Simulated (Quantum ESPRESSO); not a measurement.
# Dipole at the next field: F-GaN-H chair, 1 layer

Method. Quantum ESPRESSO 7.5, RPBE, GBRV ultrasoft, PBE files; sawtooth field along the normal with dipole correction, ions clamped, threshold 1e-9 Ry; cell area 9.226 Å².

```tsv
field (V/Å)	dipole (e Å a cell)
0	−0.37462
0.1	−0.35751
0.2	−0.34019
```

One more run was made and is withheld. What is the dipole at 0.3 V/Å, and what electrostatic thickness 4πα/A follows from the rows?

By hand: The slope is (−0.34019 − (−0.37462))/0.2 = 0.1722 e Å²/V, so 4πα/A = 180.95 × 0.1722/9.226 = 3.38 Å. Linear response gives p = −0.37462 + 0.1722 × (0.3) = −0.32298 e Å; a parabola through the three rows gives −0.32266.

**The withheld run.** p = −0.32274 e Å. The line misses by 0.5 % of the induced dipole and the parabola by 0.2 %. The response is linear over this range.

**Limits.** Electrons alone respond; local and semilocal functionals tend to overscreen.

[Logs are printed without paths, hosts, clocks, repeated set-up lines and the standing remarks that a program may print on its own settings, such as how far it seeks lower states.]
